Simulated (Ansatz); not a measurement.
# The arsenene bilayer (AB) between two gates, part 2 of 3

Aim: screening and gap of the neutral arsenene bilayer (AB) between oppositely charged gates.

Ansatz 0.2.0; plane-wave DFT, PBE-D3(BJ), Ansatz PAW (the session's first sound run).

So far. Step 2 (Relaxation): The lattice constant a goes from 3.610 to 3.669 Å.

### Step 3. Gated layer, displacement field 0

The slab is cut off from its images along the normal. Two sheets of opposite charge stand for the gates, so the stack stays neutral in a displacement field; barriers ahead of the sheets keep electrons from leaking to them. The uncharged case sets the zero.

The cell differs from the one that the last finished run ended in (c 35.400 → 40.726 Å).

Contents of input.yaml:

```yaml
crystal:
  lattice:
    - [3.6694493422, 0.0, 0.0]
    - [-1.8347246711, 3.1778363483, 0.0]
    - [0.0, 0.0, 40.7258708421]
  atoms:
    - { symbol: As, position: [0.6666666667, 0.3333333333, 0.4395240576] }
    - { symbol: As, position: [0.3333333333, 0.6666666667, 0.4725683684] }
    - { symbol: As, position: [0.0, 0.0, 0.5274316316] }
    - { symbol: As, position: [0.6666666667, 0.3333333333, 0.5604759424] }
  periodic: [true, true, false]
  symmetry: { detect: true }
kpoints:
  mp_grid: { grid: [48, 48, 1] }
  band_path:
    path: [[0, 0, 0], [0.5, 0, 0], [0.33333333, 0.33333333, 0], [0, 0, 0]]
    npoints: 16
hamiltonian:
  xc: pbe
  dispersion: d3bj
scf:
  occupations: { method: fermi_dirac, width: 0.02585 }
  convergence: { dr2_threshold: 1.0e-10 }
output:
  forces: true
  eigenvalues: true
  dos: { projected: true, e_range: [-3, 3], de: 0.01 }
  write_potential: true
  write_density: true
  volumetric_format: npy
  elf: true
external_charges:
  - { charge: 0, barrier: 10, axis: 3, height: 25.826, sigma: 0.25 }
  - { charge: 0, barrier: 10, axis: 3, height: 14.9, sigma: 0.25 }
```

Launch:

```sh
$ ansatz run input.yaml --threads 8 --pin off --max-ram 12288MiB --backend cpu --events-out ev --progress --plain --runs-dir out
```

Numbers of over 12 decimals in the logs are rounded to 6 here.

The log of the run:

```text
[...]
Crystal: 4 atoms, lattice volume = 474.901 Å³
Basis set: ecut = 420 eV, 9245 PW (Γ), exchange–correlation on 50×50×576 points (8 copies of the dense FFT grid, shifted against one another)
Bands: 36, of which v1, the nominal top of the filled ones, is band 30 counted from 1 (29 counted from 0)
Symmetry: 6 space group operations
k-points: 217 of 2304 (time reversal used)
[...]
SCF iter   1: F=—  HF=-19425.633051 eV  |F-HF|=—  |Δ(HF+E_count)|=         —  Δρ=1.13e-3  dr2=1.25e-2  ethr=1.77e-3  ⟨swp⟩=16.3  Hψ=52275  notcnv=0  defer=1
[...]
SCF iter  11: F=-19425.626153 eV  HF=-19425.626153 eV  |F-HF|=5.06e-10  |Δ(HF+E_count)|=   1.33e-9  Δρ=6.24e-8  dr2=2.29e-11  ethr=1.00e-12  ⟨swp⟩=18.8  Hψ=58649  notcnv=0
SCF 1 converged in 11 iterations: F = -19425.626153 eV  dr2 = 2.29e-11
[...]
NSCF: frozen V_eff on 49 k-points
SCF converged after 11 iterations
Free energy (F): -19425.626153 eV
[...]
Internal energy: -19425.625407 eV  (E = F + TS)
E sigma→0 (E₀):  -19425.625780 eV
Entropy (-TS):   -0.000746 eV (-0.187 meV/atom)
Fermi energy:    -3.972920 eV
[...]
--- Forces (eV/Å), atoms and charges each counted from 1 ---
  atom   1  As    -0.00000000     0.00000000     0.03872727
  atom   2  As     0.00000000     0.00000000     0.01309063
  atom   3  As     0.00000000    -0.00000000    -0.01308718
  atom   4  As     0.00000000    -0.00000000    -0.03871534
  external charge   1     0.00000000     0.00000000     0.04391975
  external charge   2     0.00000000     0.00000000    -0.04393521
  max |Σ_I F_I| component, the external charges' with the atoms': 8.34e-8 eV/Å
--- Band table (eV; the first three rows and the last of 217) ---
  k-point 0: bands = [... 26 lower, -5.6991, -5.5137, -5.5137, -4.4167, -3.8306, -2.5654, -2.5654, -1.9576, ... 2 higher]
  k-point 1: bands = [... 26 lower, -5.7217, -5.5807, -5.5166, -4.3640, -3.7508, -2.6307, -2.5517, -1.8896, ... 2 higher]
  k-point 2: bands = [... 26 lower, -5.7828, -5.7419, -5.5305, -4.2404, -3.5616, -2.7523, -2.5120, -1.7661, ... 2 higher]
  k-point 216: bands = [... 26 lower, -7.9482, -7.3460, -7.3460, -6.6375, -2.7896, -2.7896, -1.7254, 0.0518, ... 2 higher]
```

Elapsed: 73 s, on 8 threads of Arm Neoverse V1, shared host; peak memory 2.8 GiB; 9.6 min of CPU time.

This step gave:

```yaml
energy_at_zero_smearing: -19425.6258 eV
gap_along_the_path: 0.09533 eV
smallest_direct_gap_along_the_path: 0.5861 eV
gap_the_smaller_of_path_and_mesh: 0.08635 eV
potential_beyond_the_upper_barrier_and_gate_less_the_barrier_from_the_fermi_level: 3.973 eV
```

Running mean over a fixed 2.7 Å (it still follows the layers) of the planar mean; beyond a gate it holds the 10 eV model barrier. The electron's electrostatic potential energy less the Fermi level by z:

| z (Å) | electron's electrostatic potential energy less the Fermi level (eV) |
| --- | --- |
| 4 | 14.0 |
| 5 | 14.0 |
| 6 | 14.0 |
| 7 | 14.0 |
| 8 | 14.0 |
| 9 | 14.0 |
| 10 | 14.0 |
| 11 | 14.0 |
| 12 | 14.0 |
| 13 | 14.0 |
| 14 | 12.3 |
| 15 | 8.55 |
| 16 | 3.90 |
| 17 | 0.255 |
| 18 | -2.91 |
| 19 | -3.36 |
| 20 | -2.34 |
| 21 | -2.73 |
| 22 | -3.63 |
| 23 | -2.30 |
| 24 | 1.12 |
| 25 | 5.39 |
| 26 | 9.60 |
| 27 | 13.2 |
| 28 | 14.0 |
| 29 | 14.0 |
| 30 | 14.0 |
| 31 | 14.0 |
| 32 | 14.0 |
| 33 | 14.0 |
| 34 | 14.0 |
| 35 | 14.0 |
| 36 | 14.0 |
| 37 | 14.0 |

The density of states has structure finer than the step of the table below, so its rows give means over 0.2 eV, whole bins alone (the curve runs from -3 to 2.04 eV). Peaks (eV: height): -2.92: 6.19, -2.67: 4.96, -1.95: 8.62, 0.92: 5.10, 1.41: 5.11, 1.65: 5.87, 2.01: 4.47.

Table of density of states by energy, zero at the Fermi level of the run, which the smearing sets inside the gap; means over each step:

| energy (eV) | density of states (states/eV a cell) |
| --- | --- |
| -2.8 | 3.00 |
| -2.6 | 2.41 |
| -2.4 | 2.05 |
| -2.2 | 2.17 |
| -2.0 | 3.49 |
| -1.8 | 2.53 |
| -1.6 | 1.76 |
| -1.4 | 1.44 |
| -1.2 | 0.785 |
| -1.0 | 0.534 |
| -0.8 | 0.432 |
| -0.6 | 0.368 |
| -0.4 | 0.368 |
| -0.2 | 0.465 |
| 0.0 | 0.473 |
| 0.2 | 0.965 |
| 0.4 | 0.900 |
| 0.6 | 1.03 |
| 0.8 | 2.92 |
| 1.0 | 3.57 |
| 1.2 | 2.16 |
| 1.4 | 3.69 |
| 1.6 | 4.53 |
| 1.8 | 3.88 |

Projected DOS per atom over height of the atomic layer and energy from the Fermi level. Layers: As As As As from below.

Ten even steps from '0' (0.07 states/eV) to '9' (1.28 states/eV), each cell a mean:
```
7447
9779
6666
4334
6556
5445
1111
1001
0000
0000
0000
0000
0000
0000
1111
3223
4334
7557
4334
3333
4334
9669
```
Columns: height of the atomic layer (Å) from 17.9 to 22.8 (not evenly spaced); rows upwards: energy from the Fermi level (eV) from -2.98 to 2.02.

The electronic bands at the labelled points (eV, zero at the Fermi level of the run, which the smearing sets inside the gap):

| point | band 27 | band 28 | band 29 | band 30 | band 31 | band 32 | band 33 | band 34 |
| --- | --- | --- | --- | --- | --- | --- | --- | --- |
| Γ | -1.73 | -1.54 | -1.54 | -0.44 | 0.14 | 1.41 | 1.41 | 2.02 |
| halfway | -3.02 | -2.40 | -2.22 | -1.34 | 0.46 | 1.78 | 2.19 | 2.47 |
| M | -3.75 | -3.44 | -3.06 | -1.93 | 0.24 | 1.06 | 1.65 | 2.14 |
| halfway | -4.20 | -4.07 | -2.84 | -2.03 | 0.71 | 1.82 | 1.85 | 2.94 |
| K | -3.98 | -3.37 | -3.37 | -2.66 | 1.18 | 1.18 | 2.25 | 4.02 |
| halfway | -3.70 | -3.55 | -2.01 | -1.05 | 0.88 | 1.88 | 2.33 | 2.58 |
| Γ | -1.73 | -1.54 | -1.54 | -0.44 | 0.14 | 1.41 | 1.41 | 2.02 |

Valence density in the ca plane at fractional y = 0.333, with atoms of As within 0.2 Å of it. It is the smooth field of the valence electrons, not physical close to the nuclei.

Values in e/Å³, 6 rows by 16 columns, each cell a mean:
```
 0  0  0  0  0  0  1  0  0  0  1  1  0  0  0  0
 0  0  0  0  0  3 12  0  0  0  4 11  0  0  0  0
 0  0  0  0  0  2  7  0  0  0  3  7  0  0  0  0
 0  0  0  0  0  0  1  0  0  0  0  0  0  0  0  0
 0  0  0  0  0  0  0  0  0  0  0  0  0  0  0  0
 0  0  0  0  0  0  0  0  0  0  0  0  0  0  0  0
```
Columns run along c (16.0 Å, from fractional 0.29 to 0.68 of the cell), rows up along a (3.7 Å). Atoms in or near the plane, at fractional coordinates: As at (0.44, 0.67), As at (0.56, 0.67).

ELF in the ca plane at fractional y = 0.333, with atoms of As within 0.2 Å of it. It is the smooth field of the valence electrons, not physical close to the nuclei.

Ten even steps from '0' (0.00) to '9' (0.89), each cell a mean:
```
00000000001357887666542112456667887521000000
00000000013689986566521001356556899852000000
00000000014799973245420000245324899963100000
00000000014799973235420000245324799974100000
00000000013689985456521001256546899852000000
00000000001368887666532112456667887531000000
00000000000123555566554224556655543200000000
00000000000000112345555335555432100000000000
00000000000000011245565335655421100000000000
00000000000012445556554224556555442100000000
```
Columns run along c (16.0 Å, from fractional 0.29 to 0.68 of the cell), rows up along a (3.7 Å). Atoms in or near the plane, at fractional coordinates: As at (0.44, 0.67), As at (0.56, 0.67).

Electrostatic potential energy in the ca plane at fractional y = 0.333, with atoms of As within 0.2 Å of it. With pseudopotentials it is smooth inside the atoms' cores, unlike the true potential.

Ten even steps from '0' (-21 eV) to '9' (10 eV), each cell a mean:
```
99999999876666531124555665554211456666799999
99999999876665301202556666541021046666799999
99999999876665218930456666540497035666799999
99999999876665218930456666540498035666799999
99999999876665302302556666541032046666799999
99999999876666531024555665554101356666799999
99999999876666654444445555444445566666799999
99999999876666665554334554334556666666799999
99999999876666666554334554334556666666799999
99999999876666655554445555444555566666799999
```
Columns run along c (16.0 Å, from fractional 0.29 to 0.68 of the cell; values clipped at the 3rd and 97th percentile), rows up along a (3.7 Å). Atoms in or near the plane, at fractional coordinates: As at (0.44, 0.67), As at (0.56, 0.67).

The gap, the smaller of path and mesh, is 0.086 eV.

### Step 4. Gated layer, displacement field 1.81 V/nm

input.yaml, as its differences from that of step 3:

```diff
@@ -26,3 +26,2 @@
   eigenvalues: true
-  dos: { projected: true, e_range: [-3, 3], de: 0.01 }
   write_potential: true
@@ -30,5 +29,6 @@
   volumetric_format: npy
-  elf: true
 external_charges:
   - { charge: 0, barrier: 10, axis: 3, height: 25.826, sigma: 0.25 }
+  - { charge: -0.011661, axis: 3, height: 27.326, sigma: 0.5 }
   - { charge: 0, barrier: 10, axis: 3, height: 14.9, sigma: 0.25 }
+  - { charge: 0.011661, axis: 3, height: 13.4, sigma: 0.5 }
```

The log of the run:

```text
[...]
Crystal: 4 atoms, lattice volume = 474.901 Å³
Basis set: ecut = 420 eV, 9245 PW (Γ), exchange–correlation on 50×50×576 points (8 copies of the dense FFT grid, shifted against one another)
Bands: 36, of which v1, the nominal top of the filled ones, is band 30 counted from 1 (29 counted from 0)
Symmetry: 6 space group operations
k-points: 217 of 2304 (time reversal used)
[...]
SCF iter  12: F=-19425.619658 eV  HF=-19425.619658 eV  |F-HF|=2.73e-10  |Δ(HF+E_count)|=  5.20e-10  Δρ=1.49e-7  dr2=9.69e-11  ethr=1.00e-12  ⟨swp⟩=18.5  Hψ=68601  notcnv=0
SCF 1 converged in 12 iterations: F = -19425.619658 eV  dr2 = 9.69e-11
[...]
SCF converged after 12 iterations
Free energy (F): -19425.619658 eV
[...]
Internal energy: -19425.618913 eV  (E = F + TS)
E sigma→0 (E₀):  -19425.619285 eV
Entropy (-TS):   -0.000746 eV (-0.186 meV/atom)
Fermi energy:    -3.974726 eV
[...]
--- Forces (eV/Å), atoms and charges each counted from 1 ---
  atom   1  As     0.00000000    -0.00000000     0.04916989
  atom   2  As     0.00000000     0.00000000     0.00516576
  atom   3  As    -0.00000000    -0.00000000    -0.02102020
  atom   4  As     0.00000000    -0.00000000    -0.02666749
  external charge   1     0.00000000     0.00000000     0.04074297
  external charge   2     0.00000000     0.00000000    -0.00105692
  external charge   3     0.00000000     0.00000000    -0.04738620
  external charge   4     0.00000000     0.00000000     0.00105260
  max |Σ_I F_I| component, the external charges' with the atoms': 4.04e-7 eV/Å
--- Band table (eV; the first three rows and the last of 217) ---
  k-point 0: bands = [... 26 lower, -5.7012, -5.5150, -5.5150, -4.4191, -3.8315, -2.5672, -2.5672, -1.9593, ... 2 higher]
  k-point 1: bands = [... 26 lower, -5.7238, -5.5819, -5.5180, -4.3664, -3.7518, -2.6325, -2.5535, -1.8913, ... 2 higher]
  k-point 2: bands = [... 26 lower, -5.7848, -5.7430, -5.5319, -4.2426, -3.5628, -2.7541, -2.5138, -1.7679, ... 2 higher]
  k-point 216: bands = [... 26 lower, -7.9502, -7.3538, -7.3415, -6.6389, -2.7998, -2.7832, -1.7274, 0.0392, ... 2 higher]
```

Elapsed: 78 s, on 8 threads; peak memory 2.8 GiB; 10 min of CPU time.

Numbers from this step:

- energy at zero smearing: -19425.6193 eV
- gap along the path: 0.09529 eV
- smallest direct gap along the path: 0.5876 eV
- gap, the smaller of path and mesh: 0.08641 eV
- potential beyond the upper barrier and gate, less the barrier, from the Fermi level: 4.583 eV

Electronic bands along the path, in eV, zero at the Fermi level of the run, which the smearing sets inside the gap:

| point | band 27 | band 28 | band 29 | band 30 | band 31 | band 32 | band 33 | band 34 |
| --- | --- | --- | --- | --- | --- | --- | --- | --- |
| Γ | -1.73 | -1.54 | -1.54 | -0.44 | 0.14 | 1.41 | 1.41 | 2.02 |
| halfway | -3.02 | -2.40 | -2.22 | -1.34 | 0.46 | 1.78 | 2.19 | 2.47 |
| M | -3.75 | -3.44 | -3.06 | -1.93 | 0.24 | 1.06 | 1.65 | 2.14 |
| halfway | -4.20 | -4.07 | -2.84 | -2.03 | 0.71 | 1.82 | 1.85 | 2.94 |
| K | -3.98 | -3.38 | -3.37 | -2.66 | 1.17 | 1.19 | 2.25 | 4.01 |
| halfway | -3.70 | -3.55 | -2.01 | -1.05 | 0.88 | 1.88 | 2.33 | 2.58 |
| Γ | -1.73 | -1.54 | -1.54 | -0.44 | 0.14 | 1.41 | 1.41 | 2.02 |

The gap, the smaller of path and mesh, is 0.086 eV.

### Step 5. Gated layer, displacement field -1.81 V/nm

input.yaml, as its differences from that of step 4:

```diff
@@ -31,4 +31,4 @@
   - { charge: 0, barrier: 10, axis: 3, height: 25.826, sigma: 0.25 }
-  - { charge: -0.011661, axis: 3, height: 27.326, sigma: 0.5 }
+  - { charge: 0.011661, axis: 3, height: 27.326, sigma: 0.5 }
   - { charge: 0, barrier: 10, axis: 3, height: 14.9, sigma: 0.25 }
-  - { charge: 0.011661, axis: 3, height: 13.4, sigma: 0.5 }
+  - { charge: -0.011661, axis: 3, height: 13.4, sigma: 0.5 }
```

The log of the run:

```text
[...]
Crystal: 4 atoms, lattice volume = 474.901 Å³
Basis set: ecut = 420 eV, 9245 PW (Γ), exchange–correlation on 50×50×576 points (8 copies of the dense FFT grid, shifted against one another)
Bands: 36, of which v1, the nominal top of the filled ones, is band 30 counted from 1 (29 counted from 0)
Symmetry: 6 space group operations
k-points: 217 of 2304 (time reversal used)
[...]
--- Band table (eV; the first three rows and the last of 217) ---
  k-point 0: bands = [... 26 lower, -5.7012, -5.5149, -5.5149, -4.4191, -3.8315, -2.5671, -2.5671, -1.9593, ... 2 higher]
  k-point 1: bands = [... 26 lower, -5.7237, -5.5819, -5.5179, -4.3663, -3.7518, -2.6325, -2.5535, -1.8912, ... 2 higher]
  k-point 2: bands = [... 26 lower, -5.7848, -5.7430, -5.5319, -4.2425, -3.5628, -2.7541, -2.5138, -1.7679, ... 2 higher]
  k-point 216: bands = [... 26 lower, -7.9502, -7.3538, -7.3415, -6.6389, -2.7998, -2.7831, -1.7273, 0.0392, ... 2 higher]
[key lines of the parts left out:]
SCF converged after 12 iterations
Free energy (F): -19425.619659 eV
Fermi energy:    -3.974705 eV
```

It took 79 s on 8 threads; peak memory 2.8 GiB; 10 min of CPU time.

Electronic bands along the path, in eV, zero at the Fermi level of the run, which the smearing sets inside the gap:

(Unchanged from step 4.)

The gap, the smaller of path and mesh, is 0.086 eV.

### Step 6. Gated layer, displacement field 3.62 V/nm

input.yaml, as its differences from that of step 5:

```diff
@@ -31,4 +31,4 @@
   - { charge: 0, barrier: 10, axis: 3, height: 25.826, sigma: 0.25 }
-  - { charge: 0.011661, axis: 3, height: 27.326, sigma: 0.5 }
+  - { charge: -0.023322, axis: 3, height: 27.326, sigma: 0.5 }
   - { charge: 0, barrier: 10, axis: 3, height: 14.9, sigma: 0.25 }
-  - { charge: -0.011661, axis: 3, height: 13.4, sigma: 0.5 }
+  - { charge: 0.023322, axis: 3, height: 13.4, sigma: 0.5 }
```

The log of the run:

```text
[...]
Crystal: 4 atoms, lattice volume = 474.901 Å³
Basis set: ecut = 420 eV, 9245 PW (Γ), exchange–correlation on 50×50×576 points (8 copies of the dense FFT grid, shifted against one another)
Bands: 36, of which v1, the nominal top of the filled ones, is band 30 counted from 1 (29 counted from 0)
Symmetry: 6 space group operations
k-points: 217 of 2304 (time reversal used)
[...]
--- Band table (eV; the first three rows and the last of 217) ---
  k-point 0: bands = [... 26 lower, -5.7075, -5.5188, -5.5188, -4.4263, -3.8344, -2.5725, -2.5725, -1.9643, ... 2 higher]
  k-point 1: bands = [... 26 lower, -5.7299, -5.5856, -5.5219, -4.3733, -3.7549, -2.6378, -2.5589, -1.8964, ... 2 higher]
  k-point 2: bands = [... 26 lower, -5.7908, -5.7463, -5.5360, -4.2490, -3.5665, -2.7593, -2.5191, -1.7732, ... 2 higher]
  k-point 216: bands = [... 26 lower, -7.9562, -7.3650, -7.3403, -6.6431, -2.8137, -2.7804, -1.7332, 0.0229, ... 2 higher]
[key lines of the parts left out:]
SCF converged after 12 iterations
Free energy (F): -19425.600177 eV
Fermi energy:    -3.980128 eV
```

Elapsed: 79 s, on 8 threads; peak memory 2.8 GiB; 10 min of CPU time.

The gap, the smaller of path and mesh, is 0.087 eV.

### Step 7. Gated layer, displacement field -3.62 V/nm

input.yaml, as its differences from that of step 6:

```diff
@@ -26,2 +26,3 @@
   eigenvalues: true
+  dos: { projected: true, e_range: [-3, 3], de: 0.01 }
   write_potential: true
@@ -29,6 +30,7 @@
   volumetric_format: npy
+  elf: true
 external_charges:
   - { charge: 0, barrier: 10, axis: 3, height: 25.826, sigma: 0.25 }
-  - { charge: -0.023322, axis: 3, height: 27.326, sigma: 0.5 }
+  - { charge: 0.023322, axis: 3, height: 27.326, sigma: 0.5 }
   - { charge: 0, barrier: 10, axis: 3, height: 14.9, sigma: 0.25 }
-  - { charge: 0.023322, axis: 3, height: 13.4, sigma: 0.5 }
+  - { charge: -0.023322, axis: 3, height: 13.4, sigma: 0.5 }
```

The log of the run:

```text
[...]
Crystal: 4 atoms, lattice volume = 474.901 Å³
Basis set: ecut = 420 eV, 9245 PW (Γ), exchange–correlation on 50×50×576 points (8 copies of the dense FFT grid, shifted against one another)
Bands: 36, of which v1, the nominal top of the filled ones, is band 30 counted from 1 (29 counted from 0)
Symmetry: 6 space group operations
k-points: 217 of 2304 (time reversal used)
[...]
--- Band table (eV; the first three rows and the last of 217) ---
  k-point 0: bands = [... 26 lower, -5.7074, -5.5187, -5.5187, -4.4263, -3.8343, -2.5725, -2.5725, -1.9643, ... 2 higher]
  k-point 1: bands = [... 26 lower, -5.7299, -5.5855, -5.5219, -4.3733, -3.7549, -2.6378, -2.5588, -1.8963, ... 2 higher]
  k-point 2: bands = [... 26 lower, -5.7908, -5.7463, -5.5360, -4.2490, -3.5664, -2.7593, -2.5191, -1.7732, ... 2 higher]
  k-point 216: bands = [... 26 lower, -7.9561, -7.3650, -7.3403, -6.6430, -2.8137, -2.7804, -1.7331, 0.0229, ... 2 higher]
[key lines of the parts left out:]
SCF converged after 12 iterations
Free energy (F): -19425.600178 eV
Fermi energy:    -3.980088 eV
```

Elapsed: 81 s, on 8 threads; peak memory 2.8 GiB.

The density of states has structure finer than the step of the table below, so its rows give means over 0.1 eV, whole bins alone (the curve runs from -3 to 2.04 eV). Peaks (eV: height): -2.92: 6.26, -2.67: 4.83, -1.95: 8.55, 0.92: 5.14, 1.42: 5.13, 1.65: 5.87, 2.01: 4.48.

Density of states against energy, zero at the Fermi level of the run, which the smearing sets inside the gap; means over each step:

| energy (eV) | density of states (states/eV a cell) |
| --- | --- |
| -2.9 | 4.72 |
| -2.8 | 2.96 |
| -2.7 | 2.62 |
| -2.6 | 2.19 |
| -2.5 | 2.02 |
| -2.4 | 2.03 |
| -2.3 | 2.06 |
| -2.2 | 2.12 |
| -2.1 | 2.66 |
| -2.0 | 3.51 |
| -1.9 | 3.30 |
| -1.8 | 2.73 |
| -1.7 | 1.91 |
| -1.6 | 1.81 |
| -1.5 | 1.62 |
| -1.4 | 1.51 |
| -1.3 | 1.04 |
| -1.2 | 0.767 |
| -1.1 | 0.622 |
| -1.0 | 0.537 |
| -0.9 | 0.471 |
| -0.8 | 0.432 |
| -0.7 | 0.395 |
| -0.6 | 0.369 |
| -0.5 | 0.341 |
| -0.4 | 0.378 |
| -0.3 | 0.392 |
| -0.2 | 0.443 |
| -0.1 | 0.783 |
| 0.0 | 0.0652 |
| 0.1 | 0.793 |
| 0.2 | 1.01 |
| 0.3 | 0.986 |
| 0.4 | 0.886 |
| 0.5 | 0.905 |
| 0.6 | 1.000 |
| 0.7 | 1.76 |
| 0.8 | 3.18 |
| 0.9 | 3.67 |
| 1.0 | 3.43 |
| 1.1 | 2.99 |
| 1.2 | 1.71 |
| 1.3 | 2.74 |
| 1.4 | 4.06 |
| 1.5 | 3.26 |
| 1.6 | 4.81 |
| 1.7 | 5.31 |
| 1.8 | 3.59 |
| 1.9 | 2.99 |

The gap, the smaller of path and mesh, is 0.087 eV.

(Continued in part 3 of 3.)

[Logs are printed without paths, hosts, clocks, repeated set-up lines and the standing remarks that a program may print on its own settings, such as how far it seeks lower states.]

[Hosts, paths, dates, database ids (printed as entryN), source tags and the programs' standing remarks are cut or masked in the printed files.]

[Maps of the electrostatic potential energy from Ansatz leave out the sawtooth potential of an applied field or a dipole correction, so their vacuum need not be flat; planar profiles and work functions include it.]
